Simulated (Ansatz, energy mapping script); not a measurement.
# CoO: J from the energies of magnetic orders

How strongly do the moments of CoO couple under PBE+U (3.5 eV)? The plan is to run several orders and fit a Heisenberg model.

Method: PBE with U = 3.5 eV on Co d, ortho-atomic projectors; plane waves, U on orthogonalised atomic orbitals unless named otherwise, collinear spin, no spin–orbit coupling, in Ansatz 0.2.0.

**Measured values to reproduce.**

For CoO, rock salt (literature value), “On the Elastic Anisotropy of the Entropy-Stabilized Oxide (Mg, Co, Ni, Cu, Zn)O” (2020, arxiv:2004.06613) quotes earlier work: ordering temperature (Neel temperature) 291 K [literature value quoted in the paper's theory part].

Report form: the programs' logs are mostly left out.

## 1. Set-up

The structure is cubic, space group Fm-3m (No. 225). The conventional cell has a = 4.263 Å, b = 4.263 Å, c = 4.263 Å, α = 90.00°, β = 90.00°, γ = 90.00°. Nearest to Co lie 6 O at 2.13 Å. Nearest to O lie 6 Co at 2.13 Å. Farther neighbours and most contacts between anions are not listed.

A Hubbard U penalises fractional filling of the shell. It raises the cost of virtual hops to the neighbours, so couplings that rest on such hops usually weaken.

## 2. Which atoms carry moments

One run in the crystal's own cell, under PBE with U = 3.15 eV on Co d, ortho-atomic projectors, shows which elements keep a moment. Transition or f elements with 0.3 μB or more enter the spin model; moments induced on other atoms do not.

Contents of input.yaml:

```yaml
crystal:
  lattice:
    - [0.0, 2.1315, 2.1315]
    - [2.1315, 0.0, 2.1315]
    - [2.1315, 2.1315, 0.0]
  atoms:
    - { symbol: Co, position: [0.0, 0.0, 0.0], spin: 3.0 }
    - { symbol: O, position: [0.5, 0.5, 0.5] }
magnetization:
  spin_polarized: true
kpoints:
  mp_grid: { grid: [10, 10, 10] }
hamiltonian:
  xc: pbe
  hubbard:
    sites: [{ species: Co, l: d, u_eff: 3.15 }]
    projectors: ortho-atomic
scf:
  occupations: { method: fermi_dirac, width: 0.05 }
output:
  eigenvalues: true
```

The run is started by

```console
> ansatz run input.yaml --threads 4 --pin off --max-ram 8192MiB --backend cpu --events-out ev --progress --plain --runs-dir out
```

Elapsed: 12 s, on 4 threads of Arm Neoverse V2, shared host; peak memory 0.76 GiB.

Spin moment in the sphere by atom:

| atom | spin moment in the sphere (μB) |
| --- | --- |
| Co1 | 2.60 |
| O2 | 0.24 |

The run ends ferromagnetic; Co carries the moments.

## 3. One set of occupation matrices for all orders

A corrected shell can settle in several orbital fillings. One parallel run, with an occupation width a fifth wider than the orders use, therefore is to supply the occupation matrices. All orders start from them.

input.yaml, the sections that differ from step 2:

```yaml
hamiltonian:
  xc: pbe
  hubbard:
    sites: [{ species: Co, l: d, u_eff: 3.5 }]
    projectors: ortho-atomic
scf:
  occupations: { method: fermi_dirac, width: 0.06 }
# crystal, magnetization, kpoints, output: as in step 2
```

The job ended after 13 s (4 threads; peak memory 0.76 GiB).

This step gave:

* final state: ferromagnetic
* electrons in the corrected shells: 7.300 e
* largest moment: 2.604 μB

## 4. Parallel start in cell A (4 atoms)

Each cell gets its own parallel run on the same mesh, so that most of the mesh error cancels in the differences.

Contents of input.yaml:

```yaml
crystal:
  lattice:
    - [0.0, -2.1315, -2.1315]
    - [0.0, 2.1315, -2.1315]
    - [4.263, 0.0, 0.0]
  atoms:
    - { symbol: Co, position: [0.5, 0.5, 0.5], spin: 3.0 }
    - { symbol: Co, position: [0.0, 0.0, 0.0], spin: 3.0 }
    - { symbol: O, position: [0.5, 0.5, 0.0] }
    - { symbol: O, position: [0.0, 0.0, 0.5] }
magnetization:
  spin_polarized: true
kpoints:
  mp_grid: { grid: [9, 9, 6] }
hamiltonian:
  xc: pbe
  hubbard:
    sites:
      - { species: Co, l: d, u_eff: 3.5 }
      - { site: 0, l: d, u_eff: 3.5, starting_ns: [{ spin: up, occupation_matrix: co1_major }, { spin: down, occupation_matrix: co1_minor }] }
      - { site: 1, l: d, u_eff: 3.5, starting_ns: [{ spin: up, occupation_matrix: co1_major }, { spin: down, occupation_matrix: co1_minor }] }
    projectors: ortho-atomic
    occupation_matrices:
      co1_major:
        matrix:
          - [0.997, 0.0, 0.0, 0.0, 0.0]
          - [0.0, 0.999, 0.0, 0.0, 0.0]
          - [0.0, 0.0, 0.999, 0.0, 0.0]
          - [0.0, 0.0, 0.0, 0.997, 0.0]
          - [0.0, 0.0, 0.0, 0.0, 0.999]
      co1_minor:
        matrix:
          - [0.174, -0.069, -0.069, 0.0, -0.138]
          - [-0.069, 0.654, -0.301, -0.12, 0.301]
          - [-0.069, -0.301, 0.654, 0.12, 0.301]
          - [0.0, -0.12, 0.12, 0.174, 0.0]
          - [-0.138, 0.301, 0.301, 0.0, 0.654]
scf:
  occupations: { method: fermi_dirac, width: 0.05 }
output:
  eigenvalues: true
  write_density: true
  write_potential: true
  elf: true
  volumetric_format: npy
```

Elapsed: 11 s, on 4 threads; peak memory 0.73 GiB; 40 s of CPU time.

Spin moment in the sphere by atom:

| atom | spin moment in the sphere (μB) |
| --- | --- |
| Co1 | 2.60 |
| Co2 | 2.60 |
| O3 | 0.23 |
| O4 | 0.23 |

The run ends ferromagnetic.

Spin density in the ac plane of the conventional cell at fractional y = 0.000, with atoms of Co and O within 0.2 Å of it.

Ten even steps from '_' (0.00 × 1e0 e/Å³) to '@' (8.91 × 1e0 e/Å³), each cell a mean:
```
**::______________________==
..__________________________
____________________________
____________________________
____________________________
____________::--..__________
__________..**@@--__________
____________==**::__________
______________..____________
____________________________
____________________________
____________________________
--..______________________::
@@--____________________..**
```
Columns run along a (4.3 Å), rows up along c (4.3 Å), edges of the conventional cell, whose origin can differ from the input's. Atoms in or near the plane, at fractional coordinates: Co at (0.50, 0.50), Co at (0.00, 0.00), O at (0.00, 0.50), O at (0.50, 0.00).

ELF in the ac plane of the conventional cell at fractional y = 0.000, with atoms of Co and O within 0.2 Å of it. It is the smooth field of the valence electrons, not physical close to the nuclei.

Ten even steps from '0' (0.09) to '9' (0.97), each cell a mean:
```
96104765772048
42003677751024
00001355420000
22100000000012
76410012100257
67620267510477
36720499720575
57720489610476
77510244200367
54200000000135
00000122210000
21002577641001
75104776762026
97205753672049
```
Columns run along a (4.3 Å), rows up along c (4.3 Å), edges of the conventional cell, whose origin can differ from the input's. Atoms in or near the plane, at fractional coordinates: Co at (0.50, 0.50), Co at (0.00, 0.00), O at (0.00, 0.50), O at (0.50, 0.00).

## 5. Run 2 (compensated +−; cell A, 4 atoms)

This order reverses 8 of the 12 neighbours at 3.01 Å, 0 of the 6 neighbours at 4.26 Å and 16 of the 24 neighbours at 5.22 Å, counted for an average magnetic atom.

Edit input.yaml of step 4 so:

```diff
@@ -7,3 +7,3 @@
     - { symbol: Co, position: [0.5, 0.5, 0.5], spin: 3.0 }
-    - { symbol: Co, position: [0.0, 0.0, 0.0], spin: 3.0 }
+    - { symbol: Co, position: [0.0, 0.0, 0.0], spin: -3.0 }
     - { symbol: O, position: [0.5, 0.5, 0.0] }
@@ -20,3 +20,3 @@
       - { site: 0, l: d, u_eff: 3.5, starting_ns: [{ spin: up, occupation_matrix: co1_major }, { spin: down, occupation_matrix: co1_minor }] }
-      - { site: 1, l: d, u_eff: 3.5, starting_ns: [{ spin: up, occupation_matrix: co1_major }, { spin: down, occupation_matrix: co1_minor }] }
+      - { site: 1, l: d, u_eff: 3.5, starting_ns: [{ spin: up, occupation_matrix: co1_minor }, { spin: down, occupation_matrix: co1_major }] }
     projectors: ortho-atomic
```

Elapsed: 5.5 s, on 4 threads; peak memory 0.7 GiB.

Spin moment in the sphere by atom:

| atom | spin moment in the sphere (μB) |
| --- | --- |
| Co1 | 2.60 |
| Co2 | -2.60 |
| O3 | -0.08 |
| O4 | 0.08 |

The run ends antiferromagnetic, 15.58 meV a magnetic atom above the parallel order of its cell.

Spin density in the ac plane of the conventional cell at fractional y = 0.000, with atoms of Co and O within 0.2 Å of it.

Ten even steps from '0' (-8.87 × 1e0 e/Å³) to '9' (8.87 × 1e0 e/Å³), each cell a mean:
```
13444555444442
44444555544444
44445555554444
44445555555444
44455555555544
44455566555554
45555589655555
45555578655544
44555555555544
44455555555444
44445555555444
44444555554444
34444455554443
03444445444441
```
Columns run along a (4.3 Å), rows up along c (4.3 Å), edges of the conventional cell, whose origin can differ from the input's. Atoms in or near the plane, at fractional coordinates: Co at (0.50, 0.50), Co at (0.00, 0.00), O at (0.00, 0.50), O at (0.50, 0.00).

ELF in the ac plane of the conventional cell at fractional y = 0.000, with atoms of Co and O within 0.2 Å of it. It is the smooth field of the valence electrons, not physical close to the nuclei.

Values, 14 rows by 14 columns, each cell a mean:
```
0.90 0.65 0.25 0.14 0.52 0.78 0.67 0.57 0.75 0.72 0.31 0.15 0.45 0.82
0.49 0.33 0.15 0.12 0.40 0.70 0.78 0.78 0.77 0.59 0.24 0.14 0.29 0.45
0.14 0.12 0.09 0.09 0.21 0.40 0.54 0.56 0.48 0.31 0.14 0.11 0.14 0.15
0.34 0.29 0.20 0.11 0.10 0.13 0.15 0.16 0.15 0.13 0.10 0.14 0.25 0.32
0.75 0.68 0.47 0.19 0.09 0.15 0.25 0.29 0.25 0.16 0.12 0.31 0.59 0.72
0.70 0.78 0.68 0.28 0.12 0.33 0.65 0.75 0.56 0.26 0.15 0.48 0.77 0.75
0.38 0.69 0.74 0.32 0.14 0.49 0.90 0.97 0.75 0.30 0.15 0.55 0.77 0.56
0.57 0.75 0.72 0.31 0.15 0.45 0.82 0.90 0.65 0.25 0.14 0.52 0.78 0.67
0.78 0.77 0.59 0.24 0.14 0.29 0.45 0.49 0.33 0.15 0.12 0.40 0.70 0.78
0.56 0.48 0.31 0.14 0.11 0.14 0.15 0.14 0.12 0.09 0.09 0.21 0.40 0.54
0.16 0.15 0.13 0.10 0.14 0.25 0.32 0.34 0.29 0.20 0.11 0.10 0.13 0.15
0.29 0.25 0.16 0.12 0.31 0.59 0.72 0.75 0.68 0.47 0.19 0.09 0.15 0.25
0.75 0.56 0.26 0.15 0.48 0.77 0.75 0.70 0.78 0.68 0.28 0.12 0.33 0.65
0.97 0.75 0.30 0.15 0.55 0.77 0.56 0.38 0.69 0.74 0.32 0.14 0.49 0.90
```
Columns run along a (4.3 Å), rows up along c (4.3 Å), edges of the conventional cell, whose origin can differ from the input's. Atoms in or near the plane, at fractional coordinates: Co at (0.50, 0.50), Co at (0.00, 0.00), O at (0.00, 0.50), O at (0.50, 0.00).

## 6. Parallel start in cell B (4 atoms)

A new cell needs its own zero of energy.

This run holds the same structure in another cell (c 4.263 → 5.221 Å, α 90.0 → 73.2°, β 90.0 → 73.2°, γ 90.0 → 60.0°).

Contents of input.yaml:

```yaml
crystal:
  lattice:
    - [0.0, -2.1315, -2.1315]
    - [-2.1315, 0.0, -2.1315]
    - [2.1315, 2.1315, -4.263]
  atoms:
    - { symbol: Co, position: [0.5, 0.5, 0.5], spin: 3.0 }
    - { symbol: Co, position: [0.0, 0.0, 0.0], spin: 3.0 }
    - { symbol: O, position: [0.75, 0.75, 0.75] }
    - { symbol: O, position: [0.25, 0.25, 0.25] }
magnetization:
  spin_polarized: true
kpoints:
  mp_grid: { grid: [10, 10, 10] }
hamiltonian:
  xc: pbe
  hubbard:
    sites:
      - { species: Co, l: d, u_eff: 3.5 }
      - { site: 0, l: d, u_eff: 3.5, starting_ns: [{ spin: up, occupation_matrix: co1_major }, { spin: down, occupation_matrix: co1_minor }] }
      - { site: 1, l: d, u_eff: 3.5, starting_ns: [{ spin: up, occupation_matrix: co1_major }, { spin: down, occupation_matrix: co1_minor }] }
    projectors: ortho-atomic
    occupation_matrices:
      co1_major:
        matrix:
          - [0.997, 0.0, 0.0, 0.0, 0.0]
          - [0.0, 0.999, 0.0, 0.0, 0.0]
          - [0.0, 0.0, 0.999, 0.0, 0.0]
          - [0.0, 0.0, 0.0, 0.997, 0.0]
          - [0.0, 0.0, 0.0, 0.0, 0.999]
      co1_minor:
        matrix:
          - [0.174, -0.069, -0.069, 0.0, -0.138]
          - [-0.069, 0.654, -0.301, -0.12, 0.301]
          - [-0.069, -0.301, 0.654, 0.12, 0.301]
          - [0.0, -0.12, 0.12, 0.174, 0.0]
          - [-0.138, 0.301, 0.301, 0.0, 0.654]
scf:
  occupations: { method: fermi_dirac, width: 0.05 }
output:
  eigenvalues: true
```

Elapsed: 10 s, on 4 threads; peak memory 0.8 GiB.

The run ends ferromagnetic. For each magnetic atom its energy differs from the parallel run of the first cell by 0.28 meV, an error that one common reference would have brought in.

## 7. Order 4: compensated +−, cell B of 4 atoms

This order reverses 6 of the 12 neighbours at 3.01 Å, 6 of the 6 neighbours at 4.26 Å and 12 of the 24 neighbours at 5.22 Å, counted for an average magnetic atom.

Edit input.yaml of step 6 so:

```diff
@@ -7,3 +7,3 @@
     - { symbol: Co, position: [0.5, 0.5, 0.5], spin: 3.0 }
-    - { symbol: Co, position: [0.0, 0.0, 0.0], spin: 3.0 }
+    - { symbol: Co, position: [0.0, 0.0, 0.0], spin: -3.0 }
     - { symbol: O, position: [0.75, 0.75, 0.75] }
@@ -20,3 +20,3 @@
       - { site: 0, l: d, u_eff: 3.5, starting_ns: [{ spin: up, occupation_matrix: co1_major }, { spin: down, occupation_matrix: co1_minor }] }
-      - { site: 1, l: d, u_eff: 3.5, starting_ns: [{ spin: up, occupation_matrix: co1_major }, { spin: down, occupation_matrix: co1_minor }] }
+      - { site: 1, l: d, u_eff: 3.5, starting_ns: [{ spin: up, occupation_matrix: co1_minor }, { spin: down, occupation_matrix: co1_major }] }
     projectors: ortho-atomic
```

Run time: 8.2 s. Hardware: 4 threads; peak memory 0.74 GiB.

The run ends antiferromagnetic, 86.63 meV a magnetic atom below the parallel order of its cell.

## 8. Run 5 (parallel; cell C, 6 atoms)

The parallel order again, as the reference for this cell.

Contents of input.yaml:

```yaml
crystal:
  lattice:
    - [0.0, -2.1315, -2.1315]
    - [-4.263, 0.0, 0.0]
    - [2.1315, 4.263, -2.1315]
  atoms:
    - { symbol: Co, position: [0.666666667, 0.666666667, 0.333333333], spin: 3.0 }
    - { symbol: Co, position: [0.333333333, 0.333333333, 0.666666667], spin: 3.0 }
    - { symbol: Co, position: [0.0, 0.0, 0.0], spin: 3.0 }
    - { symbol: O, position: [0.666666667, 0.166666667, 0.333333333] }
    - { symbol: O, position: [0.333333333, 0.833333333, 0.666666667] }
    - { symbol: O, position: [0.0, 0.5, 0.0] }
magnetization:
  spin_polarized: true
kpoints:
  mp_grid: { grid: [9, 9, 9] }
hamiltonian:
  xc: pbe
  hubbard:
    sites:
      - { species: Co, l: d, u_eff: 3.5 }
      - { site: 0, l: d, u_eff: 3.5, starting_ns: [{ spin: up, occupation_matrix: co1_major }, { spin: down, occupation_matrix: co1_minor }] }
      - { site: 1, l: d, u_eff: 3.5, starting_ns: [{ spin: up, occupation_matrix: co1_major }, { spin: down, occupation_matrix: co1_minor }] }
      - { site: 2, l: d, u_eff: 3.5, starting_ns: [{ spin: up, occupation_matrix: co1_major }, { spin: down, occupation_matrix: co1_minor }] }
    projectors: ortho-atomic
    occupation_matrices:
      co1_major:
        matrix:
          - [0.997, 0.0, 0.0, 0.0, 0.0]
          - [0.0, 0.999, 0.0, 0.0, 0.0]
          - [0.0, 0.0, 0.999, 0.0, 0.0]
          - [0.0, 0.0, 0.0, 0.997, 0.0]
          - [0.0, 0.0, 0.0, 0.0, 0.999]
      co1_minor:
        matrix:
          - [0.174, -0.069, -0.069, 0.0, -0.138]
          - [-0.069, 0.654, -0.301, -0.12, 0.301]
          - [-0.069, -0.301, 0.654, 0.12, 0.301]
          - [0.0, -0.12, 0.12, 0.174, 0.0]
          - [-0.138, 0.301, 0.301, 0.0, 0.654]
scf:
  occupations: { method: fermi_dirac, width: 0.05 }
output:
  eigenvalues: true
```

Elapsed: 34 s, on 4 threads; peak memory 1.7 GiB.

The run ends ferromagnetic. For each magnetic atom its energy differs from the parallel run of the first cell by 0.27 meV, an error that one common reference would have brought in.

## 9. Order 6: uncompensated ++−, cell C of 6 atoms

This order reverses 6.67 of the 12 neighbours at 3.01 Å, 2.67 of the 6 neighbours at 4.26 Å and 8 of the 24 neighbours at 5.22 Å, counted for an average magnetic atom.

Edit input.yaml of step 8 so:

```diff
@@ -8,3 +8,3 @@
     - { symbol: Co, position: [0.333333333, 0.333333333, 0.666666667], spin: 3.0 }
-    - { symbol: Co, position: [0.0, 0.0, 0.0], spin: 3.0 }
+    - { symbol: Co, position: [0.0, 0.0, 0.0], spin: -3.0 }
     - { symbol: O, position: [0.666666667, 0.166666667, 0.333333333] }
@@ -23,3 +23,3 @@
       - { site: 1, l: d, u_eff: 3.5, starting_ns: [{ spin: up, occupation_matrix: co1_major }, { spin: down, occupation_matrix: co1_minor }] }
-      - { site: 2, l: d, u_eff: 3.5, starting_ns: [{ spin: up, occupation_matrix: co1_major }, { spin: down, occupation_matrix: co1_minor }] }
+      - { site: 2, l: d, u_eff: 3.5, starting_ns: [{ spin: up, occupation_matrix: co1_minor }, { spin: down, occupation_matrix: co1_major }] }
     projectors: ortho-atomic
```

Wall time 44 s (4 threads); peak memory 1.7 GiB; 2.9 min of CPU time.

The run ends ferrimagnetic, 34.28 meV a magnetic atom below the parallel order of its cell.

## 10. Order 7: parallel, cell D of 6 atoms

This run holds the same structure in another cell (b 4.263 → 3.014 Å, c 5.221 → 6.740 Å, α 114.1 → 102.9°, β 106.8 → 102.9°).

Contents of input.yaml:

```yaml
crystal:
  lattice:
    - [0.0, 2.1315, 2.1315]
    - [0.0, 2.1315, -2.1315]
    - [-6.3945, -2.1315, 0.0]
  atoms:
    - { symbol: Co, position: [0.0, 0.0, 0.0], spin: 3.0 }
    - { symbol: Co, position: [0.333333333, 0.333333333, 0.666666667], spin: 3.0 }
    - { symbol: Co, position: [0.666666667, 0.666666667, 0.333333333], spin: 3.0 }
    - { symbol: O, position: [0.833333333, 0.833333333, 0.666666667] }
    - { symbol: O, position: [0.166666667, 0.166666667, 0.333333333] }
    - { symbol: O, position: [0.5, 0.5, 0.0] }
magnetization:
  spin_polarized: true
kpoints:
  mp_grid: { grid: [9, 9, 9] }
hamiltonian:
  xc: pbe
  hubbard:
    sites:
      - { species: Co, l: d, u_eff: 3.5 }
      - { site: 0, l: d, u_eff: 3.5, starting_ns: [{ spin: up, occupation_matrix: co1_major }, { spin: down, occupation_matrix: co1_minor }] }
      - { site: 1, l: d, u_eff: 3.5, starting_ns: [{ spin: up, occupation_matrix: co1_major }, { spin: down, occupation_matrix: co1_minor }] }
      - { site: 2, l: d, u_eff: 3.5, starting_ns: [{ spin: up, occupation_matrix: co1_major }, { spin: down, occupation_matrix: co1_minor }] }
    projectors: ortho-atomic
    occupation_matrices:
      co1_major:
        matrix:
          - [0.997, 0.0, 0.0, 0.0, 0.0]
          - [0.0, 0.999, 0.0, 0.0, 0.0]
          - [0.0, 0.0, 0.999, 0.0, 0.0]
          - [0.0, 0.0, 0.0, 0.997, 0.0]
          - [0.0, 0.0, 0.0, 0.0, 0.999]
      co1_minor:
        matrix:
          - [0.174, -0.069, -0.069, 0.0, -0.138]
          - [-0.069, 0.654, -0.301, -0.12, 0.301]
          - [-0.069, -0.301, 0.654, 0.12, 0.301]
          - [0.0, -0.12, 0.12, 0.174, 0.0]
          - [-0.138, 0.301, 0.301, 0.0, 0.654]
scf:
  occupations: { method: fermi_dirac, width: 0.05 }
output:
  eigenvalues: true
```

It took 31 s on 4 threads; peak memory 1.7 GiB.

The run ends ferromagnetic. For each magnetic atom its energy differs from the parallel run of the first cell by 0.44 meV, an error that one common reference would have brought in.

## 11. Order 8: uncompensated ++−, cell D of 6 atoms

This order reverses 5.33 of the 12 neighbours at 3.01 Å, 1.33 of the 6 neighbours at 4.26 Å and 16 of the 24 neighbours at 5.22 Å, counted for an average magnetic atom.

Edit input.yaml of step 10 so:

```diff
@@ -8,3 +8,3 @@
     - { symbol: Co, position: [0.333333333, 0.333333333, 0.666666667], spin: 3.0 }
-    - { symbol: Co, position: [0.666666667, 0.666666667, 0.333333333], spin: 3.0 }
+    - { symbol: Co, position: [0.666666667, 0.666666667, 0.333333333], spin: -3.0 }
     - { symbol: O, position: [0.833333333, 0.833333333, 0.666666667] }
@@ -23,3 +23,3 @@
       - { site: 1, l: d, u_eff: 3.5, starting_ns: [{ spin: up, occupation_matrix: co1_major }, { spin: down, occupation_matrix: co1_minor }] }
-      - { site: 2, l: d, u_eff: 3.5, starting_ns: [{ spin: up, occupation_matrix: co1_major }, { spin: down, occupation_matrix: co1_minor }] }
+      - { site: 2, l: d, u_eff: 3.5, starting_ns: [{ spin: up, occupation_matrix: co1_minor }, { spin: down, occupation_matrix: co1_major }] }
     projectors: ortho-atomic
```

The job ended after 44 s (4 threads; peak memory 1.7 GiB; 2.9 min of CPU time).

The run ends ferrimagnetic, 15.00 meV a magnetic atom below the parallel order of its cell.

[end of part 1 of 2]

[Logs and program files are shortened in this print: banners, set-up blocks, solver, clock and traceback lines can be left out without a mark of their own.]

[Logs are printed without paths, hosts, clocks, repeated set-up lines and the standing remarks that a program may print on its own settings, such as how far it seeks lower states.]

[Hosts, paths, dates, database ids (printed as entryN), source tags and the programs' standing remarks are cut or masked in the printed files.]

[Where a cell is said to come from a database of computed structures, the database is the Materials Project.]
